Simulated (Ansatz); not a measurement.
# LiPtF3 (built on the sites of a database entry of KPdF3): following an unstable mode, part 3 of 3

Wanted: the energy along a soft mode of LiPtF3 (built on the sites of a database entry of KPdF3) and the structure at the end.

Ansatz 0.2.0; DFT LDA, scalar-relativistic, plane waves, PAW.

So far. Step 4 (The mode frozen in, largest atomic shift 0.6 Å): The run ends at a pressure of 0.25 GPa, with forces up to 0.67 eV/Å. Step 5 (Energy along the mode, all amplitudes (two of the runs …): The lowest of the steps tried is the last one, at 0.6 Å, 50.3 meV/atom below the parent; the bottom of the well need not coincide with a step.

The structure was built from a prototype and need not be the compound's stable phase.

## (7) The new phase in its own primitive cell

The relaxed structure is symmetrised, reduced to its primitive cell and relaxed tightly, as its phonons need.

Contents of input.yaml:

```yaml
crystal:
  lattice:
    - [2.7522868249, 1.5890335392, 2.8421113288]
    - [-2.7522868249, 1.5890335392, 2.8421113288]
    - [0.0, -3.1780670785, 2.8421113288]
  atoms:
    - { symbol: Li, position: [0.3271211802, 0.3271211802, 0.3271211802] }
    - { symbol: Pt, position: [0.0216813806, 0.0216813806, 0.0216813806] }
    - { symbol: F, position: [0.5185676764, 0.0398605564, 0.0398605564] }
    - { symbol: F, position: [0.0398605564, 0.5185676764, 0.0398605564] }
    - { symbol: F, position: [0.0398605564, 0.0398605564, 0.5185676764] }
kpoints:
  mp_grid: { grid: [9, 9, 9] }
hamiltonian:
  xc: lda
scf:
  occupations: { method: methfessel_paxton, width: 0.2 }
output:
  forces: true
  stress: true
  eigenvalues: true
relax:
  adjacent_minimum: "off"
  f_tol: 0.001
  max_steps: 60
  cell: { stress_tol: 0.01 }
```

The run is started by

```console
> ansatz run input.yaml --threads 8 --pin off --max-ram 14336MiB --backend cpu --events-out ev --progress --plain --runs-dir out
```

Numbers of over 12 decimals in the logs are rounded to 6 here.

The log of the run:

```text
[...]
Crystal: 5 atoms, lattice volume = 74.579 Å³
Basis set: ecut = 420 eV, 1443 PW (Γ)
Bands: 26, of which v1, the nominal top of the filled ones, is band 21 counted from 1 (20 counted from 0)
Symmetry: 6 space group operations
[...]
k-points: 85 of 729 (time reversal used)
[...]
cell:  # Å, volume = 74.6027 Å³
    - [2.751080, 1.588337, 2.845494]
    - [-2.751080, 1.588337, 2.845494]
    - [1.306385734493004e-19, -3.176673, 2.845494]
  atoms:
    - { symbol: Li, position: [0.326985, 0.326985, 0.326985] }
    - { symbol: Pt, position: [0.021701, 0.021701, 0.021701] }
    - { symbol: F, position: [0.518558, 0.039924, 0.039924] }
    - { symbol: F, position: [0.039924, 0.518558, 0.039924] }
    - { symbol: F, position: [0.039924, 0.039924, 0.518558] }
[key lines of the parts left out:]
SCF converged after 5 iterations
Free energy (F): -14826.368553 eV
Fermi energy:    5.386844 eV
P = ⅓ Tr σ = -0.0010 GPa (-0.010 kbar)
```

Elapsed: 30 s, on 8 threads of Arm Neoverse N1, shared host; peak memory 0.59 GiB; 3.7 min of CPU time.

The steps of the relaxation:

```
step  energy less that of the first step (eV)  largest force component (eV/Å)  pressure (GPa)  volume (Å³)
   1                                   0.0000                          0.0071            0.06        74.58
   2                                   0.0001                          0.0027           -0.01        74.62
   3                                   0.0001                          0.0020           -0.02        74.60
   4                                   0.0000                          0.0005            0.00        74.58
  5*                                   0.0000                          0.0005            0.00        74.58
   6                                   0.0001                          0.0079            0.01        74.60
   7                                   0.0001                          0.0007            0.00        74.60
  8*                                   0.0000                          0.0007            0.00        74.60
```

Relaxation steps marked * repeat the geometry before them on a plane-wave basis chosen anew for their cell, so energy and pressure can jump there.

The run keeps the 6 symmetry operations that it works with, so distortions that break them were not tested.

```
conventional cell, symmetrised  before  after  change
                         a (Å)   5.505  5.502  -0.0 %
                         b (Å)   5.505  5.502  -0.0 %
                         c (Å)   8.526  8.536  +0.1 %
              volume (Å³/atom)   14.92  14.92  +0.0 %
```

This step gave:

* pressure: -9.67e-4 GPa

The largest force component left is 0.70 meV/Å and the pressure is -0.001 GPa, within the tolerances set. The cell now holds 14.92 Å³/atom.

## (8) Modes of the new phase, k-mesh 9×9×9

A relaxed structure may still be a saddle point, so its zone-centre modes are computed. No field response is asked, since the mesh shows no gap.

Contents of input.yaml:

```yaml
crystal:
  lattice:
    - [2.7510795815, 1.5883365369, 2.8454940306]
    - [-2.7510795815, 1.5883365369, 2.8454940306]
    - [0.0, -3.1766730739, 2.8454940305]
  atoms:
    - { symbol: Li, position: [0.326985204, 0.326985204, 0.326985204] }
    - { symbol: Pt, position: [0.0217006321, 0.0217006321, 0.0217006321] }
    - { symbol: F, position: [0.5185576412, 0.0399239363, 0.0399239363] }
    - { symbol: F, position: [0.0399239363, 0.5185576412, 0.0399239363] }
    - { symbol: F, position: [0.0399239363, 0.0399239363, 0.5185576412] }
kpoints:
  mp_grid: { grid: [9, 9, 9] }
hamiltonian:
  xc: lda
scf:
  occupations: { method: methfessel_paxton, width: 0.2 }
output:
  eigenvalues: true
phonons:
  method: dfpt
```

The log of the run:

```text
[...]
Crystal: 5 atoms, lattice volume = 74.603 Å³
Basis set: ecut = 420 eV, 1443 PW (Γ), exchange–correlation on 60×60×60 points (8 copies of the dense FFT grid, shifted against one another)
Bands: 26, of which v1, the nominal top of the filled ones, is band 21 counted from 1 (20 counted from 0)
Symmetry: 6 space group operations
k-points: 365 of 729 (irreducible under 1 space group operation, time reversal used)
[...]
SCF iter   1: F=—  HF=-14826.414914 eV  |F-HF|=—  |Δ(HF+E_count)|=         —  Δρ=1.76e-2  dr2=1.53e-1  ethr=1.77e-3  ⟨swp⟩=5.3  Hψ=39324  notcnv=0
[...]
SCF iter  10: F=-14826.368555 eV  HF=-14826.368555 eV  |F-HF|=0.00e0  |Δ(HF+E_count)|=  3.64e-12  S|Δr|=    0.00e0  Δρ=3.47e-8  dr2=3.10e-13  ethr=1.00e-12  ⟨swp⟩=6.4  Hψ=40086  notcnv=0
SCF 1 converged in 10 iterations: F = -14826.368555 eV  dr2 = 3.10e-13
[...]
DFPT response loops at Γ: preconditioner auto → none (partly filled bands, converged f_vac=0.297); β = 0.50; Broyden in place of MSR1
SCF converged after 10 iterations
[...]
Free energy (F): -14826.368555 eV
[...]
Internal energy: -14826.362463 eV  (E = F + TS)
E sigma→0 (E₀):  -14826.367032 eV
Entropy (-TS):   -0.006092 eV (-1.218 meV/atom)
Fermi energy:    5.386845 eV
[...]
--- Band table (eV; the first three rows and the last of 365) ---
  k-point 0: bands = [... 17 lower, 2.8720, 3.0810, 3.0810, 3.9571, 3.9571, 6.0335, 11.1599, 13.5075, ... 1 higher]
  k-point 1: bands = [... 17 lower, 2.9304, 3.1052, 3.2069, 3.9607, 4.2336, 6.2469, 11.1125, 13.2493, ... 1 higher]
  k-point 2: bands = [... 17 lower, 3.0085, 3.2874, 3.4954, 3.9720, 4.6717, 6.8985, 10.8694, 12.9959, ... 1 higher]
  k-point 364: bands = [... 17 lower, 3.2210, 3.8313, 3.9937, 4.4529, 5.4378, 9.0698, 9.5279, 13.3940, ... 1 higher]
--- Phonons (Γ-DFPT): 6 representative perturbations + reference, on 365 of 729 k-points (Σ response iterations 21) ---
  k mesh reduced under 1 symmetry operation, with k and −k counted as one. Each operation leaves every solved perturbation unchanged. A smaller set is not used because it would not reduce the number of displacements times k-points to solve
  ASR residual: 3.918e-5 → 0.000e0 eV/Å²; symmetrization residual: 2.066e-6 eV/Å²
  ASR residual per site (eV/Å²): 1.57e-5 3.92e-5 2.68e-5 2.68e-5 2.95e-5
[...]
non-analytic LO–TO correction: not included (Born effective charges unavailable; polar crystals: no LO–TO splitting at Γ)
```

The job ended after 2 min (8 threads; peak memory 2 GiB; 14 min of CPU time).

Numbers from this step:

| Quantity | Value |
| --- | --- |
| sum-rule residual before enforcement | 3.92e-5 eV/Å² |
| point group | 3m |
| highest optical mode at the zone centre (no LO-TO term) | 491.8 cm⁻¹ |
| lowest optical zone-centre mode | 106.4 cm⁻¹ |

Patterns of degenerate modes are one choice out of their space. The modes at Γ (shares of kinetic energy by element, %):

```
mode  frequency (cm⁻¹)  symmetry  Li %  Pt %  F %
   1               0.0  acoustic     3    75   22
   2               0.0  acoustic     3    75   22
   3               0.0  acoustic     3    75   22
   4             106.4        A2     0     0  100
   5             130.9         E    20    13   67
   6             130.9         E    20    13   67
   7             199.7         E     8     4   89
   8             199.7         E     8     4   89
   9             253.0        A1    17    15   68
  10             356.5         E    67     1   32
  11             356.5         E    67     1   32
  12             408.1        A1    71     2   28
  13             453.4         E     3     7   91
  14             453.4         E     3     7   91
  15             491.8        A1     9     8   83
```

Displacements in mode 4 (106.4 cm⁻¹), the largest set to 1:
```
Li1  0.00  0.00  0.00
Pt2  0.00  0.00  0.00
F3  -0.50  0.87  0.00
F4  -0.50 -0.87  0.00
F5   1.00  0.00  0.00
```

Displacements in mode 12 (408.1 cm⁻¹), the largest set to 1:
```
Li1  0.00  0.00  1.00
Pt2  0.00  0.00  0.03
F3   0.00  0.00 -0.22
F4   0.00  0.00 -0.22
F5   0.00  0.00 -0.22
```

Before it was imposed, the acoustic sum rule was missed by 3.9e-5 eV/Å². Small misses are needed for a sound result but don't prove that mesh and cutoff are converged. The lowest optical mode is real, 106 cm⁻¹.

## (9) What came out

```
unstable mode of the parent                                                      : q = (0, 0, 0), 220i cm⁻¹
depth at the lowest point sampled                                                : 50.3 meV/atom
largest atomic shift at that point                                               : 0.6 Å
space group reached (within 0.01 Å)                                              : R3m
energy gained over the parent (first relaxation, on the mesh of the frozen mode) : 168 meV/atom
volume per atom, phase reached                                                   : 14.9 Å³
lowest optical zone-centre mode, phase reached                                   : 106 cm⁻¹
highest optical mode at the zone centre (no LO-TO term), phase reached           : 492 cm⁻¹
```

Along this mode the structure falls into R3m, 168 meV/atom below the parent. At the parent's cell the well is 50.26 meV/atom deep on the steps tried, with its lowest point at a shift of 0.6 Å. That is the last step tried, so the steps alone don't bracket the bottom of the well. Relaxing atoms and cell changes the gain by +117.55 meV/atom against the lowest step (energies at zero smearing). Most of the total comes from this relaxation. The new phase has no imaginary mode at the zone centre of its cell; other wavevectors were not checked. Of the 6 patterns followed to their end from this parent, this one ends 44.7 meV/atom above the lowest, Imma. Another end point lies within 1 meV/atom; how such a difference moves with mesh and cutoff was not tested. Each path keeps the symmetry of its pattern, so a lower phase may lie along a pattern not tried. With no gap, or one that is small against the smearing, the frequencies hang on the k mesh and the smearing, most of all near Kohn anomalies. Spin-orbit coupling is left out, which can matter for the heavy elements here. The starting cell was built on a prototype and not taken from a measurement, so the phase need not exist.

[Logs are printed without paths, hosts, clocks, repeated set-up lines and the standing remarks that a program may print on its own settings, such as how far it seeks lower states.]

[Hosts, paths, dates, database ids (printed as entryN), source tags and the programs' standing remarks are cut or masked in the printed files.]
